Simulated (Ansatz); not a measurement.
# What went wrong? P6_3/mmc (COD entry) Sr2MgAl3, size series (2352 atoms)

Program: Ansatz 0.2.0. The cell: 784 Sr, 392 Mg and 1176 Al.

Input file input.yaml:

```yaml
crystal:
  lattice:
    - [44.5893, 0.0, 0.0]
    - [-22.29465, 38.61547, 0.0]
    - [0.0, 0.0, 40.56]
  atoms:
    - { symbol: Sr, position: [0.04769, 0.09236, 0.01487] }
    - { symbol: Sr, position: [0.09484, 0.04808, 0.13879] }
    - { symbol: Sr, position: [0.09715, 0.04837, 0.234] }
    - { symbol: Sr, position: [0.05004, 0.09563, 0.10934] }
    - { symbol: Mg, position: [0.99764, 0.99706, 0.99746] }
    - { symbol: Mg, position: [0.99928, 0.00056, 0.12907] }
    - { symbol: Al, position: [0.12082, 0.09356, 0.05979] }
    - { symbol: Al, position: [0.04633, 0.02185, 0.06103] }
    - { symbol: Al, position: [0.11779, 0.0238, 0.06387] }
    - { symbol: Al, position: [0.02277, 0.04656, 0.18331] }
    - { symbol: Al, position: [0.09629, 0.11571, 0.18495] }
    - { symbol: Al, position: [0.02117, 0.12093, 0.19225] }
    - { symbol: Sr, position: [0.04464, 0.09198, 0.26347] }
    - { symbol: Sr, position: [0.0968, 0.04894, 0.38827] }
    - { symbol: Sr, position: [0.09501, 0.04703, 0.4888] }
    - { symbol: Sr, position: [0.0486, 0.09463, 0.35975] }
    - { symbol: Mg, position: [0.00264, 0.00114, 0.25055] }
    - { symbol: Mg, position: [0.0033, 0.99877, 0.37579] }
    [... 2328 atom lines left out ...]
    - { symbol: Al, position: [0.97643, 0.9531, 0.81413] }
    - { symbol: Al, position: [0.90469, 0.88003, 0.81145] }
    - { symbol: Al, position: [0.97621, 0.8804, 0.81297] }
    - { symbol: Al, position: [0.87894, 0.90555, 0.93888] }
    - { symbol: Al, position: [0.95427, 0.97486, 0.93598] }
    - { symbol: Al, position: [0.87786, 0.97539, 0.93739] }
kpoints:
  mp_grid: { grid: [1, 1, 1] }
hamiltonian:
  xc: pbe
scf:
  occupations: { method: methfessel_paxton, width: 0.15 }
  eigensolver: { kind: { support_functions: { accuracy: medium, radius: 3.92 } } }
  max_iter: 150
output:
  forces: true
  eigenvalues: true
```

Command:

```
> ansatz run input.yaml --threads 32 --pin off --max-ram 143360MiB --backend cuda --events-out ev --progress --plain --runs-dir out
```

The program printed:

```text
Warning: scf.eigensolver.kind.support_functions: disabling space-group detection — the functions' gradient is summed over unrotated k-points, so no spatial operation reduces the k-mesh or symmetrises the density; time reversal is kept, so that k and −k are solved as one point where they differ and the mesh holds both, and exact exchange and, on two spinor components, a DFT+U term hold to it where the run has them: [...]
settings of this run that can trade accuracy for cost: scf.eigensolver.kind.support_functions [...]
Engine: ansatz 0.2.0, aarch64-unknown-linux-gnu
Pseudopotentials: kind: paw
Pseudopotential: Sr, paw, valence charge 10, recommended cutoff 420 eV (normal), Sr.paw.azcp
Pseudopotential: Mg, paw, valence charge 10, recommended cutoff 420 eV (normal), Mg.paw.azcp
Pseudopotential: Al, paw, valence charge 3, recommended cutoff 420 eV (normal), Al.paw.azcp
[... 5 lines on functional and potentials left out ...]
device memory: the entry about to start is reckoned to put 15.5 GiB on a device that reports 182.5 GiB free
Error: SCF: the radius of support functions is under 4.39 Å, the least for these sites at the functions' level (scf.eigensolver.kind.support_functions.accuracy). Use scf.eigensolver.kind: auto, or type scf.eigensolver.kind.support_functions.radius at least as long, [...]
```

Wall time 2 s (1 × NVIDIA GB200 with 32 threads of Arm Neoverse V2, shared host); peak memory 4.6 GiB; 23 s of CPU time.

**Question.** What is wrong with this input, and how is it mended?

A radius under the least that the level allows: support_functions.accuracy = "medium" and support_functions.radius = 3.92.

The fix is to use a longer radius.

The run ended with an error.

[Logs are printed without paths, hosts, clocks, repeated set-up lines and the standing remarks that a program may print on its own settings, such as how far it seeks lower states.]

[Hosts, paths, dates, database ids (printed as entryN), source tags and the programs' standing remarks are cut or masked in the printed files.]
